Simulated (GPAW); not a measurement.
Consider Cu3Pd (Pm-3m).

```xyz
4
Lattice="3.6900 0.0000 0.0000 0.0000 3.6900 0.0000 0.0000 0.0000 3.6900" Properties=species:S:1:pos:R:3 pbc="T T T"
Pd    0.0000    0.0000    0.0000
Cu    1.8450    1.8450    0.0000
Cu    1.8450    0.0000    1.8450
Cu    0.0000    1.8450    1.8450
```

Absorber: atom 1, with 12 Cu at 2.61 Å (cuboctahedral, site symmetry m-3m). Method: GPAW, LDA, excited-electron core hole (neutral cell), 16-atom cell with 6.4 Å between holes, 5×5×5 k points, dipole transitions, Gaussian full width 2.25 eV up to 4 eV, rising linearly to 3.5 eV at 25 eV.

The database entry behind the starting cell is an old determination (1931), so it need not match the best structure at ambient conditions.

Q: What does the Pd L₃ edge look like?

Main maxima up to 30 eV above the zero (height): 1.8 eV (1.04), 5.0 eV (1.15), 10.2 eV (1.16), 20.8 eV (1.17) and 29.2 eV (1.16). At an L edge the dipole rule selects empty d (and weakly s) states on the absorber. 

The Pd L₃ spectrum (energy from the lowest empty level; intensity scaled to a mean of 1 over the first 20 eV):

| E (eV) | intensity |
| --- | --- |
| -2.0 | 0.02 |
| -1.4 | 0.07 |
| -0.8 | 0.20 |
| -0.2 | 0.42 |
| 0.4 | 0.70 |
| 1.0 | 0.93 |
| 1.6 | 1.03 |
| 2.2 | 1.02 |
| 2.8 | 0.96 |
| 3.4 | 0.96 |
| 4.0 | 1.02 |
| 4.6 | 1.12 |
| 5.2 | 1.15 |
| 5.8 | 1.09 |
| 6.4 | 1.01 |
| 7.0 | 0.98 |
| 7.6 | 1.00 |
| 8.2 | 1.04 |
| 8.8 | 1.08 |
| 9.4 | 1.13 |
| 10.0 | 1.16 |
| 10.6 | 1.16 |
| 11.2 | 1.13 |
| 11.8 | 1.10 |
| 12.4 | 1.09 |
| 13.0 | 1.07 |
| 13.6 | 1.03 |
| 14.2 | 0.97 |
| 14.8 | 0.91 |
| 15.4 | 0.87 |
| 16.0 | 0.85 |
| 16.6 | 0.83 |
| 17.2 | 0.82 |
| 17.8 | 0.83 |
| 18.4 | 0.89 |
| 19.0 | 0.99 |
| 19.6 | 1.08 |
| 20.2 | 1.15 |
| 20.8 | 1.17 |
| 21.4 | 1.14 |
| 22.0 | 1.08 |
| 22.6 | 1.00 |
| 23.2 | 0.89 |
| 23.8 | 0.79 |
| 24.4 | 0.72 |
| 25.0 | 0.69 |
| 25.6 | 0.72 |
| 26.2 | 0.80 |
| 26.8 | 0.91 |
| 27.4 | 1.01 |
| 28.0 | 1.10 |
| 28.6 | 1.15 |
| 29.2 | 1.16 |
| 29.8 | 1.15 |
| 30.4 | 1.12 |
| 31.0 | 1.09 |
| 31.6 | 1.08 |

Only the L₃ part is meant: spin–orbit coupling of the core level isn't computed and the L₂ copy isn't added. The script folds with a Gaussian, whereas the core hole's own line is a Lorentzian, so the onset is too steep and the first peak too high. The holes are only 6.4 Å apart, so the shape is probably not converged with cell size; no larger cell was run here. Lifetime broadening is put in by hand, and intensities beyond about 20 eV depend on it and on the partial waves. The structure is a published determination, not relaxed.

[Banner, clock and machine lines of the logs are left out without a mark of their own.]

[Logs are printed without paths, hosts, clocks, repeated set-up lines and the standing remarks that a program may print on its own settings, such as how far it seeks lower states.]

[Hosts, paths, dates, database ids (printed as entryN), source tags and the programs' standing remarks are cut or masked in the printed files.]

[Lists of maxima count a maximum above −3 eV only where it reaches 4 % of the highest in the window and stands out from its surroundings by 2 % of it (1.5 % where it reaches 55 %); shoulders and weaker maxima are passed over, and of the rest the first, up to two pre-edge ones and the few strongest are named.]
